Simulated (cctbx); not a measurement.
**Accept or mend?**

Cell a = 3.5870 Å, b = 11.7020 Å, c = 11.2690 Å, α = 90.00°, β = 90.00°, γ = 90.00°; space group Cmcm (no. 63).

Simulated single-crystal data (cctbx): synchrotron X-rays, λ = 0.6889 Å, to d = 0.8 Å, 95 % of the full sphere, strongest reflection 20000 counts, noise from counting, a 2 % proportional error and a noise floor of 2 counts (s.d.); no absorption, and some extinction, which the refinements don't model.

An anisotropic refinement with weights 1/σ² prints:

```text
Rint 0.023, 77 unique reflections to 1.30 A
cycle     R1     wR2    GooF  max shift (A)
   1  0.0177  0.0458   2.924   0.00228
   2  0.0073  0.0144   0.921   0.00000
final R1 0.0073 wR2 0.0144 GooF 0.921  parameters 30  data/parameter 2.6
atom        x        y        z      Ueq    occ   su(xyz)  su(Uiso or U11)
As1    0.00000  0.12125  0.53911   0.0401  1.000  0.00008  0.0008
As2    0.50000  0.11415  0.25000   0.0169  1.000  0.00010  0.0009
Ni1    0.50000  0.45163  0.85002   0.0180  1.000  0.00008  0.0009
Ni2    0.50000  0.19574  0.06819   0.0219  1.000  0.00009  0.0009
Ni3    0.50000  0.00000  0.50000   0.0215  1.000  0.00000  0.0013
Mg1    0.50000  0.16346  0.75000   0.0320  1.000  0.00032  0.0028
difference map: max 0.14 min -0.20 rms 0.05
Q1    0.2524  0.2225  0.6087   16    0.14  1.39 A from Ni2
Q2    0.2278  0.0987  0.7500    8    0.11  1.24 A from Mg1
Q3    0.2256  0.0848  0.6261   16    0.10  1.34 A from As1
Q4    0.2800  0.1432  0.0761   16    0.10  1.00 A from Ni2
Q5    0.2795  0.0198  0.2500    8    0.10  1.36 A from As2
Q6    0.1876  0.1414  0.2500    8    0.09  1.17 A from As2
```

Q: Accept it or mend it, and why?

Mend it. The fault: data cut at low resolution. Against the right model at the same level, R1 goes from 0.0109 to 0.0073 and GooF from 0.92 to 0.92. The atoms are right, but there are too few data for the parameters: R1 flatters and the s.u.s grow. Data per parameter fall from 10 to 2.6.

The compound is MgNi5As3. The right model at the same level gives:

```text
Rint 0.031, 301 unique reflections to 0.80 A
cycle     R1     wR2    GooF  max shift (A)
   1  0.0320  0.0755   3.077   0.00155
   2  0.0109  0.0224   0.915   0.00000
final R1 0.0109 wR2 0.0224 GooF 0.915  parameters 30  data/parameter 10.0
atom        x        y        z      Ueq    occ   su(xyz)  su(Uiso or U11)
As1    0.00000  0.12118  0.53909   0.0400  1.000  0.00005  0.0002
As2    0.50000  0.11409  0.25000   0.0170  1.000  0.00004  0.0002
Ni1    0.50000  0.45167  0.85006   0.0184  1.000  0.00004  0.0002
Ni2    0.50000  0.19574  0.06829   0.0222  1.000  0.00004  0.0002
Ni3    0.50000  0.00000  0.50000   0.0215  1.000  0.00000  0.0003
Mg1    0.50000  0.16340  0.75000   0.0314  1.000  0.00017  0.0009
difference map: max 0.36 min -0.51 rms 0.11
Q1    0.0000  0.2793  0.2500    4    0.37  0.67 A from Mg1
Q2    0.2073  0.3741  0.2500    8    0.35  0.86 A from Mg1
Q3    0.1477  0.1846  0.2500    8    0.34  1.51 A from As2
Q4    0.0000  0.2107  0.5492    8    0.32  1.05 A from As1
Q5    0.2174  0.4406  0.7010   16    0.30  1.15 A from As2
Q6    0.2061  0.0966  0.6475   16    0.29  1.46 A from As1
```

This is a model crystal, built by substitution and not relaxed, with assumed displacement parameters.

[Middle refinement cycles are left out of these outputs.]

[Logs are printed without paths, hosts, clocks, repeated set-up lines and the standing remarks that a program may print on its own settings, such as how far it seeks lower states.]
